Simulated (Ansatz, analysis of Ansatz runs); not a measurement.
# Moving an added hole between O sites in CdWO4 (P2/c)

Aim: the energy barrier that a trapped hole meets when it moves from one O atom to another one nearby in CdWO4 (P2/c). The model is a cell of 72 host atoms.

Calculated with Ansatz 0.2.0; plane-wave PAW DFT, PBEsol+U; relaxation of all atoms of a supercell at fixed charge in a uniform background; PAW set soft_1.

### Step 1. Starting point

The cell holds 72 atoms: 12 Cd, 12 W and 48 O. Cell: a = 11.633 Å, b = 7.740 Å, c = 10.116 Å, α = 89.2°, β = 91.0°, γ = 99.9°. It derives from CdWO4 (space group P2/c). Nearest the centre at fractional (0.515, 0.252, 0.667): W47 at 1.25 Å, O71 at 1.37 Å, O59 at 1.37 Å, O50 at 2.41 Å, O68 at 2.48 Å, Cd38 at 2.59 Å, O62 at 2.75 Å, O67 at 2.81 Å.

Hubbard terms: O p 6.0 eV. They were chosen, not fitted, to curb self-interaction in the shells named, the trial site's among them. The two sites are O71 and O59. The cell's shortest repeat is 7.7 Å.

### Step 2. The cell without the carrier

The neutral cell is relaxed first, from small random displacements, so that bond lengths and moments with the carrier can be set beside those of a relaxed cell without it.

neutral.relax/input.yaml

```yaml
crystal:
  lattice:
    - [10.02752994, 5.89624109, 0.00166055]
    - [-5.01376497, 5.89624109, -0.00083027]
    - [-0.21088097, 0.0, 10.1137867]
  atoms:
    - { symbol: Cd, position: [0.063505, 0.62701, 0.375] }
    - { symbol: Cd, position: [0.396838, 0.293677, 0.375] }
    - { symbol: Cd, position: [0.730172, 0.960344, 0.375] }
    - { symbol: Cd, position: [0.269828, 0.039656, 0.125] }
    - { symbol: Cd, position: [0.603162, 0.706323, 0.125] }
    - { symbol: Cd, position: [0.936495, 0.37299, 0.125] }
    - { symbol: W, position: [0.058817, 0.117633, 0.375] }
    - { symbol: W, position: [0.39215, 0.7843, 0.375] }
    - { symbol: W, position: [0.725483, 0.450966, 0.375] }
    - { symbol: W, position: [0.274517, 0.549034, 0.125] }
    - { symbol: W, position: [0.60785, 0.2157, 0.125] }
    - { symbol: W, position: [0.941183, 0.882367, 0.125] }
    - { symbol: O, position: [0.298276, 0.797947, 0.026599] }
    - { symbol: O, position: [0.631609, 0.464614, 0.026599] }
    - { symbol: O, position: [0.964943, 0.131281, 0.026599] }
    - { symbol: O, position: [0.099206, 0.997017, 0.223401] }
    - { symbol: O, position: [0.43254, 0.663684, 0.223401] }
    - { symbol: O, position: [0.765873, 0.33035, 0.223401] }
    - { symbol: O, position: [0.035057, 0.868719, 0.473401] }
    - { symbol: O, position: [0.368391, 0.535386, 0.473401] }
    - { symbol: O, position: [0.701724, 0.202053, 0.473401] }
    - { symbol: O, position: [0.234127, 0.66965, 0.276599] }
    - { symbol: O, position: [0.56746, 0.336316, 0.276599] }
    - { symbol: O, position: [0.900794, 0.002983, 0.276599] }
    - { symbol: O, position: [0.041741, 0.327139, 0.307658] }
    - { symbol: O, position: [0.375074, 0.993805, 0.307658] }
    - { symbol: O, position: [0.708408, 0.660472, 0.307658] }
    - { symbol: O, position: [0.204179, 0.164701, 0.442342] }
    - { symbol: O, position: [0.537512, 0.831367, 0.442342] }
    - { symbol: O, position: [0.870845, 0.498034, 0.442342] }
    - { symbol: O, position: [0.291592, 0.339528, 0.192342] }
    - { symbol: O, position: [0.624926, 0.006195, 0.192342] }
    - { symbol: O, position: [0.958259, 0.672861, 0.192342] }
    - { symbol: O, position: [0.129155, 0.501966, 0.057658] }
    - { symbol: O, position: [0.462488, 0.168633, 0.057658] }
    - { symbol: O, position: [0.795821, 0.835299, 0.057658] }
    - { symbol: Cd, position: [0.063505, 0.62701, 0.875] }
    - { symbol: Cd, position: [0.396838, 0.293677, 0.875] }
    - { symbol: Cd, position: [0.730172, 0.960344, 0.875] }
    - { symbol: Cd, position: [0.269828, 0.039656, 0.625] }
    - { symbol: Cd, position: [0.603162, 0.706323, 0.625] }
    - { symbol: Cd, position: [0.936495, 0.37299, 0.625] }
    - { symbol: W, position: [0.058817, 0.117633, 0.875] }
    - { symbol: W, position: [0.39215, 0.7843, 0.875] }
    - { symbol: W, position: [0.725483, 0.450966, 0.875] }
    - { symbol: W, position: [0.274517, 0.549034, 0.625] }
    - { symbol: W, position: [0.60785, 0.2157, 0.625] }
    - { symbol: W, position: [0.941183, 0.882367, 0.625] }
    - { symbol: O, position: [0.298276, 0.797947, 0.526599] }
    - { symbol: O, position: [0.631609, 0.464614, 0.526599] }
    - { symbol: O, position: [0.964943, 0.131281, 0.526599] }
    - { symbol: O, position: [0.099206, 0.997017, 0.723401] }
    - { symbol: O, position: [0.43254, 0.663684, 0.723401] }
    - { symbol: O, position: [0.765873, 0.33035, 0.723401] }
    - { symbol: O, position: [0.035057, 0.868719, 0.973401] }
    - { symbol: O, position: [0.368391, 0.535386, 0.973401] }
    - { symbol: O, position: [0.701724, 0.202053, 0.973401] }
    - { symbol: O, position: [0.234127, 0.66965, 0.776599] }
    - { symbol: O, position: [0.56746, 0.336316, 0.776599] }
    - { symbol: O, position: [0.900794, 0.002983, 0.776599] }
    - { symbol: O, position: [0.041741, 0.327139, 0.807658] }
    - { symbol: O, position: [0.375074, 0.993805, 0.807658] }
    - { symbol: O, position: [0.708408, 0.660472, 0.807658] }
    - { symbol: O, position: [0.204179, 0.164701, 0.942342] }
    - { symbol: O, position: [0.537512, 0.831367, 0.942342] }
    - { symbol: O, position: [0.870845, 0.498034, 0.942342] }
    - { symbol: O, position: [0.291592, 0.339528, 0.692342] }
    - { symbol: O, position: [0.624926, 0.006195, 0.692342] }
    - { symbol: O, position: [0.958259, 0.672861, 0.692342] }
    - { symbol: O, position: [0.129155, 0.501966, 0.557658] }
    - { symbol: O, position: [0.462488, 0.168633, 0.557658] }
    - { symbol: O, position: [0.795821, 0.835299, 0.557658] }
basis:
  ecutwfc: 420
  xc_grid: 2
hamiltonian:
  xc: pbesol
  hubbard:
    sites: [{ species: O, l: p, u_eff: 6.0 }]
    projectors: ortho-atomic
  pseudopotentials: { kind: paw, azcp: { folder: soft_1 }, xc_functional: pbe }
kpoints:
  mp_grid: { grid: [1, 1, 1] }
scf:
  occupations: { method: fermi_dirac, width: 0.01 }
  max_iter: 120
  lower_state_search: "off"
output:
  forces: true
relax:
  f_tol: 0.02
  max_steps: 70
  random_displacement: { amplitude: 0.04, seed: 8175 }
checkpoint:
  write: "../neutral.relax.run"
  compress: false
  write_wavefunctions: true
  write_every: 100000
```

Run with:

```
$ ansatz run input.yaml --threads 8 --pin off --max-ram 17899MiB --backend cpu --events-out ev --progress --plain --runs-dir out
```

Numbers of over 12 decimals in the logs are rounded to 6 here.

Output:

```text
[... repeated set-up lines and file paths are left out, and long positions are rounded to six places ...]
Engine: ansatz 0.2.0, x86_64-unknown-linux-gnu
Pseudopotentials: kind: paw
Pseudopotential: Cd, paw, valence charge 20, recommended cutoff 420 eV (normal), soft_1/Cd.paw.azcp
Pseudopotential: W, paw, valence charge 14, recommended cutoff 420 eV (normal), soft_1/W.paw.azcp
Pseudopotential: O, paw, valence charge 6, recommended cutoff 420 eV (normal), soft_1/O.paw.azcp
Functional definition: PBEsol
  exchange = pbesol_x
  correlation = pbesol_c
Crystal: 72 atoms, lattice volume = 896.966 Å³
Basis set: ecut = 420 eV, 17501 PW (Γ), exchange–correlation on 160×108×144 points (8 copies of the dense FFT grid, shifted against one another)
Bands: 420, of which v1, the nominal top of the filled ones, is band 348 counted from 1 (347 counted from 0)
Symmetry: 1 space group operations
k-points: 1
Non-local potential: Cd, projectors of the file, l = 0: 3, l = 1: 2, l = 2: 2, l = 3: 1
Non-local potential: W, projectors of the file, l = 0: 3, l = 1: 2, l = 2: 2, l = 3: 1
Non-local potential: O, projectors of the file, l = 0: 2, l = 1: 2, l = 2: 1
PAW form: soft (Blöchl's): semilocal exchange-correlation on the pseudo side does not see the compensation charge
PAW frozen core: Cd, regenerated for the run's functional, and the local potential with it (the file was generated under x = pbe(κ = 0.804, μ = 0.219515), c = pbe(β = 0.066725))
PAW frozen core: W, regenerated for the run's functional, and the local potential with it (the file was generated under x = pbe(κ = 0.804, μ = 0.219515), c = pbe(β = 0.066725))
[...]
atom  50  O      0.00205313     0.00719384    -0.00975287
  [... 3 atoms left out ...]
  atom  54  O      0.00194773    -0.00646516    -0.00729554
  [... 4 atoms left out ...]
  atom  59  O     -0.00219953     0.00573565     0.00610068
  [... 2 atoms left out ...]
  atom  62  O      0.00190082     0.00068319     0.00366645
  [... 4 atoms left out ...]
  atom  67  O     -0.00092720    -0.00034957    -0.00241458
  atom  68  O     -0.00230712     0.00057654    -0.00413463
[...]
atom  71  O      0.00085716     0.00155344    -0.00219795
  [... 1 atom left out ...]
  max |Σ_I F_I| component: 4.66e-5 eV/Å
--- Band table (eV) ---
  k-point 0: bands = ["-90.5952", "-90.5951", "-90.5951", "-90.5950", [... 412 left out ...] "17.3909", "17.3924", "17.4083", "17.4178"]
Occupation matrices written to <dir>
--- Relaxed structure (6 steps of the walk, 5 accepted, 0 SCFs on fresh bases) ---
  F+E_penalty+E_count = -248116.91112369 eV   max|allowed force component| = 1.657e-2 eV/Å
  atoms:
    - { symbol: Cd, position: [0.061189, 0.623218, 0.375247] }
    - { symbol: Cd, position: [0.394480, 0.289868, 0.375133] }
[...]
- { symbol: O, position: [0.701161, 0.202563, 0.472315] }
[...]
- { symbol: Cd, position: [0.394500, 0.289894, 0.875288] }
[...]
- { symbol: W, position: [0.608672, 0.217148, 0.624813] }
[...]
- { symbol: O, position: [0.631584, 0.463907, 0.527679] }
[...]
- { symbol: O, position: [0.764875, 0.332706, 0.722004] }
    [... 4 atoms left out ...]
    - { symbol: O, position: [0.567903, 0.333734, 0.777961] }
    [... 2 atoms left out ...]
    - { symbol: O, position: [0.372953, 0.990672, 0.806067] }
    [... 4 atoms left out ...]
    - { symbol: O, position: [0.293200, 0.342432, 0.693923] }
    - { symbol: O, position: [0.626487, 0.009142, 0.693905] }
    [... 2 atoms left out ...]
    - { symbol: O, position: [0.463663, 0.171689, 0.556844] }
    [... 1 atom left out ...]
[key lines of the parts left out:]
SCF converged after 6 iterations
Free energy (F): -248116.911124 eV
Fermi energy:    9.482370 eV
```

Elapsed: 37 s, on 8 threads of AMD EPYC 7B13 (Zen 3), shared host; peak memory 1.6 GiB.

The largest displacement from an ideal site is 0.035 Å.

(Part 1 of 3 ends here.)

[Logs are printed without paths, hosts, clocks, repeated set-up lines and the standing remarks that a program may print on its own settings, such as how far it seeks lower states.]

[Hosts, paths, dates, database ids (printed as entryN), source tags and the programs' standing remarks are cut or masked in the printed files.]
